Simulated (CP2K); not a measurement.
Consider benzoic acid at its PBE geometry (Å).

```xyz
15

O     2.7549   -0.8843    0.0104
C     2.0736    0.3114   -0.0296
O     2.6621    1.3841   -0.0769
C     0.5994    0.1318   -0.0072
C     0.0100   -1.1427    0.0295
C    -1.3794   -1.2653    0.0416
C    -2.1849   -0.1218    0.0205
C    -1.5997    1.1491   -0.0127
C    -0.2116    1.2774   -0.0264
H     3.7003   -0.6299   -0.0136
H     0.6429   -2.0273    0.0461
H    -1.8355   -2.2547    0.0696
H    -3.2705   -0.2218    0.0293
H    -2.2287    2.0388   -0.0265
H     0.2671    2.2552   -0.0541
```

Method: CP2K XAS_TDP, all-electron GAPW, PBEh(45%), aug-cc-pVDZ, TDA, GW2X-corrected core level, no relativity.

Q: Where do the C K-edge lines lie, and how strong are they?

Leading lines: C2 289.91 eV, C4 286.92 eV, C5 286.78 eV, C6 287.27 eV and C7 286.79 eV. The leading line of an atom is its first one with 35 % of the strongest within 2.5 eV of its lowest line over the strength cut. Core ionisation energies at this level: C5 292.39, C6 292.32, C7 292.38, C2 296.57 and C4 292.32 eV.

The first six lines of each atom with a strength over 0.0015:

| atom | energy (eV) | states | strength, one atom | above the computed threshold |
| --- | --- | --- | --- | --- |
| C2 (bonded to C and 2 O) | 289.91 | 1 | 0.0664 |  |
|  | 294.69 | 2 | 0.0170 |  |
|  | 296.13 | 1 | 0.0018 |  |
|  | 296.48 | 1 | 0.0064 |  |
|  | 296.59 | 1 | 0.0034 | yes |
|  | 296.98 | 1 | 0.0138 | yes |
| C4 (bonded to 3 C) | 286.92 | 1 | 0.0337 |  |
|  | 290.44 | 1 | 0.0201 |  |
|  | 290.79 | 1 | 0.0024 |  |
|  | 292.05 | 1 | 0.0020 |  |
|  | 292.82 | 1 | 0.0024 | yes |
|  | 293.17 | 1 | 0.0032 | yes |
| C5 (bonded to 2 C and H) | 286.78 | 1 | 0.0508 |  |
|  | 288.84 | 1 | 0.0024 |  |
|  | 290.55 | 1 | 0.0081 |  |
|  | 291.52 | 1 | 0.0025 |  |
|  | 292.05 | 1 | 0.0023 |  |
|  | 292.13 | 1 | 0.0016 |  |
| C6 (bonded to 2 C and H) | 287.27 | 1 | 0.0498 |  |
|  | 290.24 | 1 | 0.0111 |  |
|  | 291.41 | 1 | 0.0016 |  |
|  | 291.79 | 1 | 0.0067 |  |
|  | 292.01 | 1 | 0.0016 |  |
|  | 293.03 | 1 | 0.0050 | yes |
| C7 (bonded to 2 C and H) | 286.79 | 1 | 0.0500 |  |
|  | 290.27 | 1 | 0.0114 |  |
|  | 291.49 | 1 | 0.0020 |  |
|  | 291.65 | 1 | 0.0097 |  |
|  | 292.75 | 1 | 0.0029 | yes |
|  | 293.10 | 1 | 0.0019 | yes |

Lines are vertical, at one geometry, with no vibrational structure. GW2X ionisation energies and lines can be off by 1 to 2 eV either way, and a good line position may hide errors that cancel. Atoms with the same bonds but other surroundings in this conformer are left out. These values hold no scalar relativity, about 0.1 eV for C 1s. Rydberg lines, and the discretised continuum above threshold, depend on the basis and the box.

[Banner, clock and machine lines of the logs are left out without a mark of their own.]

[Logs are printed without paths, hosts, clocks, repeated set-up lines and the standing remarks that a program may print on its own settings, such as how far it seeks lower states.]

[Hosts, paths, dates, database ids (printed as entryN), source tags and the programs' standing remarks are cut or masked in the printed files.]
